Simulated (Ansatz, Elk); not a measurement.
# LiW2: X-ray structure factors from the self-consistent density

Structure refinements treat a crystal as free atoms side by side. For a made-up structure of LiW2 (cell and positions from a PBE relaxation) the runs below show what the calculated density changes in F(hkl).

Method: DFT, PBE, all-electron APW+lo, Dirac cores, scalar-relativistic bands, static density, no spin, in Elk 11.2.3 (patched build).

This account leaves out most program logs.

The structure was built from a prototype and need not be the compound's stable phase.

### Step 1. Set-up

The structure is cubic, space group Fd-3m (No. 227). Conventional cell: a = 7.507 Å, b = 7.507 Å, c = 7.507 Å, α = 90.00°, β = 90.00°, γ = 90.00°. Nearest to W lie 6 W at 2.65 Å and 6 Li at 3.11 Å. Nearest to Li lie 12 W at 3.11 Å and 4 Li at 3.25 Å. Farther neighbours are not listed.

### Step 2. Ground state and structure factors

An all-electron density is needed, since X-rays see the cores too. Task 0 finds the density and task 195 Fourier-transforms it; tshift is off so that phases refer to the origin typed.

The input, elk.in:

```
tasks
  0
  195

xctype
  20

spinpol
  .false.

rgkmax
  7.0

gmaxvr
  14.0

lmaxo
  7

lmaxapw
  8

swidth
  0.002

tshift
  .false.

ramdisk
  .false.

hmaxvr
  5.5

maxscl
  120

epspot
  1e-06

sppath
  './'

avec
  0.00000000000 7.09355708240 7.09355708240
  7.09355708240 -0.00000000000 7.09355708240
  7.09355708240 7.09355708240 -0.00000000000

atoms
  2
  'W.in'
  4
  0.6250000000 0.1250000000 0.6250000000   0.000000 0.000000 0.000000
  0.6250000000 0.6250000000 0.1250000000   0.000000 0.000000 0.000000
  0.1250000000 0.6250000000 0.6250000000   0.000000 0.000000 0.000000
  0.6250000000 0.6250000000 0.6250000000   0.000000 0.000000 0.000000
  'Li.in'
  2
  0.2500000000 0.2500000000 0.2500000000   0.000000 0.000000 0.000000
  0.0000000000 -0.0000000000 -0.0000000000   0.000000 0.000000 0.000000

ngridk
  5 5 5
```

The run is started by

```sh
$ OMP_NUM_THREADS=4 elk
```

It took 42 s on 4 threads of Arm Neoverse V1, shared host; peak memory 0.4 GiB.

SFACRHO.OUT:

```text

h k l indices transformed by vhmat matrix:
   1.000000000       0.000000000       0.000000000    
   0.000000000       1.000000000       0.000000000    
   0.000000000       0.000000000       1.000000000    

      h      k      l  multipl.   |H|            Re(F)            Im(F)           |F|

      0      0      0      1   0.0000000       302.00000      0.14128199E-15   302.00000    
      1      1      1      4  0.76709020      -95.097529       95.097529       134.48822    
      1      0      0      4  0.76709020      -95.097529      -95.097529       134.48822    
      0     -1     -1      6  0.88575946     -0.16098885E-13 -0.24720040E-15  0.16100783E-13
      1      2      1     12   1.2526530       3.8332730     -0.87469044E-15   3.8332730    
      0     -1     -2     12   1.4688659       87.573961       87.573961       123.84828    
     -1     -1      1     12   1.4688659       87.573961      -87.573961       123.84828    
     -2      0      0      4   1.5341804     -0.30959395E-14  -240.37371       240.37371    
      0      2      0      4   1.5341804     -0.13653093E-12   240.37371       240.37371    
      2      2      0      6   1.7715189      -227.43755     -0.57064000E-13   227.43755    
     -3     -1     -1     12   1.9304680      -77.707507       77.707507       109.89501    
     -2     -2     -3     12   1.9304680      -77.707507      -77.707507       109.89501    
     -1      1      2     24   1.9806184      0.25696298E-13  0.10093800E-13  0.27607689E-13
      2      3      3     12   2.1696587       2.6528093      0.25549470E-13   2.6528093    
      1      0      3     12   2.1696587       2.6528093     -0.41911708E-13   2.6528093    
      3      1      3     12   2.3012706       75.579390      -75.579390       106.88540    
     -1     -3     -3     12   2.3012706       75.579390       75.579390       106.88540    
      0      0      3      4   2.3012706       75.813472      -75.813472       107.21644
```

Elk indexes on the primitive cell of elk.in and gives |H| = 4π sin θ/λ in inverse bohr. Below, one row stands for each form hkl of the conventional cell (m members, Friedel mates merged), F is for one primitive cell and the density is static (no thermal factor). Free-atom factors are Waasmaier and Kirfel's, and R is Σm||F|−|F'||/Σm|F|.

| hkl | m | sin θ/λ (Å⁻¹) | abs F, DFT | neutral atoms | diff. | abs of complex diff. |
| --- | --- | --- | --- | --- | --- | --- |
| 111 | 8 | 0.115 | 134.488 | 134.460 | +0.028 | 0.028 |
| 200 | 6 | 0.133 | 0.000 | 0.000 | +0.000 | 0.000 |
| 220 | 12 | 0.188 | 3.833 | 3.545 | +0.288 | 0.288 |
| 311 | 24 | 0.221 | 123.848 | 124.408 | -0.560 | 0.560 |
| 222 | 8 | 0.231 | 240.374 | 241.276 | -0.902 | 0.902 |
| 400 | 6 | 0.266 | 227.438 | 228.231 | -0.793 | 0.793 |
| 331 | 24 | 0.290 | 109.895 | 110.288 | -0.393 | 0.393 |
| 420 | 24 | 0.298 | 0.000 | 0.000 | +0.000 | 0.000 |
| 422 | 24 | 0.326 | 2.653 | 2.900 | -0.247 | 0.247 |
| 511 | 24 | 0.346 | 106.885 | 107.079 | -0.194 | 0.194 |
| 333 | 8 | 0.346 | 107.216 | 107.079 | +0.137 | 0.137 |
| 440 | 12 | 0.377 | 205.024 | 205.094 | -0.070 | 0.070 |
| 531 | 48 | 0.394 | 97.326 | 97.289 | +0.038 | 0.038 |
| 442 | 24 | 0.400 | 0.066 | 0.000 | +0.066 | 0.066 |
| 600 | 6 | 0.400 | 0.000 | 0.000 | +0.000 | 0.000 |
| 620 | 24 | 0.421 | 2.528 | 2.437 | +0.091 | 0.091 |
| 533 | 24 | 0.437 | 95.842 | 95.776 | +0.065 | 0.065 |
| 622 | 24 | 0.442 | 187.070 | 187.075 | -0.005 | 0.005 |
| 444 | 8 | 0.461 | 180.579 | 180.497 | +0.082 | 0.082 |
| 711 | 24 | 0.476 | 88.334 | 88.309 | +0.025 | 0.025 |
| 551 | 24 | 0.476 | 88.332 | 88.309 | +0.023 | 0.023 |
| 640 | 24 | 0.480 | 0.000 | 0.000 | +0.000 | 0.000 |

### Step 3. The highest occupied states alone

An energy window below the Fermi level keeps the highest occupied states, to see at which angles they scatter; shallow core shells can lie inside it and anion s states outside. No new self-consistency is needed.

elk.in: that of step 2 with these lines changed.

```diff
@@ -1,3 +1,2 @@
 tasks
-  0
   195
@@ -40,2 +39,5 @@
 
+wsfac
+  -0.072260 0.595240
+
 sppath
```

The run is started by

```sh
$ OMP_NUM_THREADS=4 elk
```

Wall time 14 s (4 threads); peak memory 0.16 GiB.

States within 10 eV below the Fermi level hold 26.00 electrons; any levels below the window count with the cores. Their amplitudes can exceed the total, where window and core parts have opposite phase:

| hkl | sin θ/λ (Å⁻¹) | abs F, window | abs F, all |
| --- | --- | --- | --- |
| 111 | 0.115 | 5.981 | 134.488 |
| 200 | 0.133 | 0.000 | 0.000 |
| 220 | 0.188 | 0.257 | 3.833 |
| 311 | 0.221 | 1.026 | 123.848 |
| 222 | 0.231 | 1.876 | 240.374 |
| 400 | 0.266 | 0.894 | 227.438 |
| 331 | 0.290 | 0.186 | 109.895 |
| 420 | 0.298 | 0.000 | 0.000 |
| 422 | 0.326 | 0.218 | 2.653 |
| 511 | 0.346 | 0.014 | 106.885 |

### Step 4. Another functional

The difference from free atoms is small, so it is set against the change that LDA (Perdew-Wang) makes.

elk.in: that of step 3 with these lines changed.

```diff
@@ -1,2 +1,3 @@
 tasks
+  0
   195
@@ -4,3 +5,3 @@
 xctype
-  20
+  3
 
@@ -39,5 +40,2 @@
 
-wsfac
-  -0.072260 0.595240
-
 sppath
```

The run is started by

```sh
$ OMP_NUM_THREADS=4 elk
```

Run time: 28 s. Hardware: 4 threads; peak memory 0.19 GiB; 76 s of CPU time.

Against the first run R = 0.03 %; the largest change is -0.067 at 440.

### Step 5. Basis size

The basis and the expansions that go with it are enlarged, to see whether the differences are converged.

elk.in: that of step 4 with these lines changed.

```diff
@@ -5,3 +5,3 @@
 xctype
-  3
+  20
 
@@ -11,12 +11,12 @@
 rgkmax
-  7.0
+  8.5
 
 gmaxvr
-  14.0
+  18.0
 
 lmaxo
-  7
+  9
 
 lmaxapw
-  8
+  10
```

The run is started by

```sh
$ OMP_NUM_THREADS=4 elk
```

It took 1.8 min on 4 threads; peak memory 0.5 GiB; 4.5 min of CPU time.

Against the first run R = 0.00 %; the largest change is -0.014 at 622.

### Step 6. Settings against the effect

| run | R against the first run (%) | R against neutral atoms, low angle (%) | wall time |
| --- | --- | --- | --- |
| PBE, rgkmax 7 | 0.00 | 0.38 | 42 s |
| LDA (Perdew-Wang) | 0.03 | 0.38 | 28 s |
| rgkmax 8.5 with larger expansions | 0.00 | 0.38 | 1.8 min |

### Step 7. Results

```json
{
 "R against neutral atoms, sin θ/λ < 0.3 Å⁻¹": "0.38 %",
 "R against neutral atoms, 0.3 to 0.82 Å⁻¹": "0.20 %"
}
```

Independent neutral atoms miss the calculated amplitudes by R = 0.38 % below 0.3 Å⁻¹ and 0.20 % from there to 0.82 Å⁻¹; by shells, 0.02 % below 0.15 Å⁻¹ (1 form), 0.43 % 0.15 to 0.3 (5 forms), 0.11 % 0.3 to 0.45 (9 forms), 0.22 % above 0.45 (52 forms). Bonding, aspherical density and the tables' own atoms all enter these figures, and the runs don't part them. The largest change of an amplitude is -0.90 electrons, at 222. Weak lines can change much in proportion: 644 goes from 0.00 to 0.11. The window's part falls from 26.0 electrons at the origin to at most 0.20 between 0.45 and 0.82 Å⁻¹. Below 0.3 Å⁻¹ the changes that finished (LDA (Perdew-Wang) and rgkmax 8.5 with larger expansions) move F by R = 0.01 % at most, against the 0.38 % that separates it from free atoms. The k-mesh has no finished test. These runs have no spin, though d or f shells may be open. Spin-orbit coupling is left out, which can matter for elements this heavy. Part of the difference isn't bonding: the tables are fits to free atoms and ions calculated by other methods than this functional. Thermal motion, anomalous dispersion and extinction are left out.

[Logs are printed without paths, hosts, clocks, repeated set-up lines and the standing remarks that a program may print on its own settings, such as how far it seeks lower states.]

[Hosts, paths, dates, database ids (printed as entryN), source tags and the programs' standing remarks are cut or masked in the printed files.]
